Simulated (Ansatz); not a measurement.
# (CaO)3(YN)1 [001] superlattice, started as rocksalt type: relaxing the cell for a phonon run

Aim: bring (CaO)3(YN)1 [001] superlattice, started as rocksalt type to small forces and stress, as phonons need.

Method: DFT PBEsol, scalar-relativistic, plane waves, PAW, in Ansatz 0.2.0.

This is a report of a sequence of runs, with most program output left out.

The structure was built from a prototype and need not be the compound's stable phase.

### Step 1. The structure

Symmetry: P4/mmm, No. 123, tetragonal system. The conventional cell has a = 3.415 Å, b = 3.415 Å, c = 9.660 Å, α = 90.00°, β = 90.00°, γ = 90.00°. Nearest to Ca lie 1 N at 2.42 Å and 5 O at 2.42 Å. Nearest to Ca lie 6 O at 2.42 Å. Nearest to N lie 4 Y at 2.42 Å and 2 Ca at 2.42 Å. Nearest to O lie 5 Ca at 2.42 Å and 1 Y at 2.42 Å. Nearest to O lie 6 Ca at 2.42 Å. Nearest to Y lie 4 N at 2.42 Å and 2 O at 2.42 Å. Farther neighbours and most contacts between anions are not listed.

Coordinates:

```cif
data_structure
_symmetry_space_group_name_H-M 'P 1'
_symmetry_Int_Tables_number 1
_cell_length_a 3.4153
_cell_length_b 3.4153
_cell_length_c 9.6600
_cell_angle_alpha 90.000
_cell_angle_beta 90.000
_cell_angle_gamma 90.000
_cell_volume 112.68
loop_
_atom_site_label
_atom_site_type_symbol
_atom_site_fract_x
_atom_site_fract_y
_atom_site_fract_z
_atom_site_occupancy
Ca1 Ca 0.00000 0.00000 0.00000 1
Ca2 Ca 0.50000 0.50000 0.25000 1
Ca3 Ca 0.00000 0.00000 0.50000 1
N4 N 0.00000 0.00000 0.75000 1
O5 O 0.50000 0.50000 0.00000 1
O6 O 0.00000 0.00000 0.25000 1
O7 O 0.50000 0.50000 0.50000 1
Y8 Y 0.50000 0.50000 0.75000 1
```

### Step 2. A coarse first look

First a cheap look: the gap decides the mesh and the occupations, the pressure tells how far the cell has to move.

The input, input.yaml:

```yaml
crystal:
  lattice:
    - [2.415, 2.415, 0.0]
    - [-2.415, 2.415, 0.0]
    - [0.0, 0.0, 9.66]
  atoms:
    - { symbol: Ca, position: [0.0, 0.0, 0.0] }
    - { symbol: Ca, position: [0.5, 0.5, 0.25] }
    - { symbol: Ca, position: [0.0, 0.0, 0.5] }
    - { symbol: "N", position: [0.0, 0.0, 0.75] }
    - { symbol: O, position: [0.5, 0.5, 0.0] }
    - { symbol: O, position: [0.0, 0.0, 0.25] }
    - { symbol: O, position: [0.5, 0.5, 0.5] }
    - { symbol: "Y", position: [0.5, 0.5, 0.75] }
kpoints:
  mp_grid: { grid: [6, 6, 2] }
hamiltonian:
  xc: pbesol
scf:
  occupations: { method: gaussian, width: 0.1 }
output:
  forces: true
  stress: true
  eigenvalues: true
```

Command:

```
$ ansatz run input.yaml --threads 8 --pin off --max-ram 14336MiB --backend cpu --events-out ev --progress --plain --runs-dir out
```

Elapsed: 2.2 s, on 8 threads of Arm Neoverse N1, shared host; peak memory 0.55 GiB.

A gap read on the k-mesh alone can miss the band edges.

This step gave:

- pressure: -2.623 GPa
- gap on the k-mesh: 0.9177 eV
- volume per atom: 14.08 Å³
- direct gap on mesh: 0.9177 eV

The coarse mesh shows a gap of 0.92 eV and a pressure of -2.6 GPa.

### Step 3. Relaxation

Harmonic phonons are second derivatives at a point where the forces vanish, and they are wanted at zero stress, so atoms and cell are relaxed first.

input.yaml, as its differences from that of step 2:

```diff
@@ -15,3 +15,3 @@
 kpoints:
-  mp_grid: { grid: [6, 6, 2] }
+  mp_grid: { grid: [8, 8, 4] }
 hamiltonian:
@@ -19,3 +19,3 @@
 scf:
-  occupations: { method: gaussian, width: 0.1 }
+  occupations: { method: gaussian, width: 0.02 }
 output:
@@ -24 +24,6 @@
   eigenvalues: true
+relax:
+  adjacent_minimum: "off"
+  f_tol: 0.005
+  max_steps: 80
+  cell: { stress_tol: 0.05 }
```

Run time: 26 s. Hardware: 8 threads; peak memory 0.65 GiB.

Relaxation path:

```
step  energy less that of the first step (eV)  largest force component (eV/Å)  pressure (GPa)  volume (Å³)
   1                                   0.0000                          0.3071           -2.64       112.68
   2                                  -0.0212                          0.3320            1.48       109.14
   3                                  -0.0334                          0.0291            0.00       110.34
   4                                  -0.0335                          0.0098           -0.01       110.34
   5                                  -0.0336                          0.0030            0.00       110.32
  6*                                  -0.0281                          0.0030           -0.09       110.32
   7                                  -0.0283                          0.0008            0.00       110.24
  8*                                  -0.0282                          0.0008            0.00       110.24
```

Relaxation steps marked * repeat the geometry before them on a plane-wave basis chosen anew for their cell, so energy and pressure can jump there.

The run keeps the 16 symmetry operations that it works with, so distortions that break them were not tested.

```
conventional cell, symmetrised  before  after  change
                         a (Å)   3.415  3.390  -0.7 %
                         b (Å)   3.415  3.390  -0.7 %
                         c (Å)   9.660  9.592  -0.7 %
              volume (Å³/atom)   14.08  13.78  -2.2 %
```

The atoms that moved most (Å, as changes of fractional coordinates times the final cell):

```csv
atom,dx,dy,dz,length
Ca1,0.000,0.000,0.020,0.020
Ca3,0.000,0.000,-0.020,0.020
O7,0.000,0.000,0.006,0.006
O5,0.000,0.000,-0.006,0.006
```

This step gave:

| Property | Result |
| --- | --- |
| pressure | 0.002072 GPa |
| gap on the k-mesh | 0.8611 eV |
| volume per atom | 13.78 Å³ |
| direct gap on mesh | 0.8611 eV |

In this step the volume went from 14.08 to 13.78 Å³/atom.

### Step 4. Tight relaxation

Phonons need a cell at rest on their own settings, so the relaxation is repeated with tight tolerances on forces and stress, using the mesh and the filling of the phonon run that follows.

The input, input.yaml:

```yaml
crystal:
  lattice:
    - [2.3971304646, 2.3971304646, 0.0]
    - [-2.3971304646, 2.3971304646, 0.0]
    - [0.0, 0.0, 9.5923035021]
  atoms:
    - { symbol: Ca, position: [0.0, 0.0, 0.0020772059] }
    - { symbol: Ca, position: [0.5, 0.5, 0.25] }
    - { symbol: Ca, position: [0.0, 0.0, 0.4979227941] }
    - { symbol: "N", position: [0.0, 0.0, 0.75] }
    - { symbol: O, position: [0.5, 0.5, -0.0006321129] }
    - { symbol: O, position: [0.0, 0.0, 0.25] }
    - { symbol: O, position: [0.5, 0.5, 0.5006321129] }
    - { symbol: "Y", position: [0.5, 0.5, 0.75] }
kpoints:
  mp_grid: { grid: [8, 8, 4] }
hamiltonian:
  xc: pbesol
scf:
  occupations: { method: fixed }
output:
  forces: true
  stress: true
  eigenvalues: true
relax:
  adjacent_minimum: "off"
  f_tol: 0.001
  max_steps: 60
  cell: { stress_tol: 0.01 }
```

Elapsed: 7.5 s, on 8 threads; peak memory 0.63 GiB.

Little changed from the start: no atom moved by 0.005 Å and no cell edge by 0.1 %.

Numbers from this step:

| Property | Result |
| --- | --- |
| pressure | 0.002073 GPa |
| gap on the k-mesh | 0.8612 eV |
| direct gap on mesh | 0.8612 eV |

The largest force component left is 0.76 meV/Å and the pressure is 0.002 GPa, within the tolerances set. The cell now holds 13.78 Å³/atom.

### Step 5. Summary of results

```json
{"space group after relaxation (within 0.01 Å)": "P4/mmm", "lattice constant a": "3.390 Å", "lattice constant b": "3.390 Å", "lattice constant c": "9.592 Å", "volume per atom": "13.8 Å³", "gap on the k-mesh": "0.861 eV"}
```

In words: The largest force component left is 0.76 meV/Å and the pressure is 0.002 GPa, within the tolerances set. The cell now holds 13.78 Å³/atom. The relaxation keeps the symmetry of its start, so it says nothing on stability against lower symmetry. The starting cell was built on a prototype and not taken from a measurement, so the phase need not exist.

[Logs are printed without paths, hosts, clocks, repeated set-up lines and the standing remarks that a program may print on its own settings, such as how far it seeks lower states.]

[Hosts, paths, dates, database ids (printed as entryN), source tags and the programs' standing remarks are cut or masked in the printed files.]
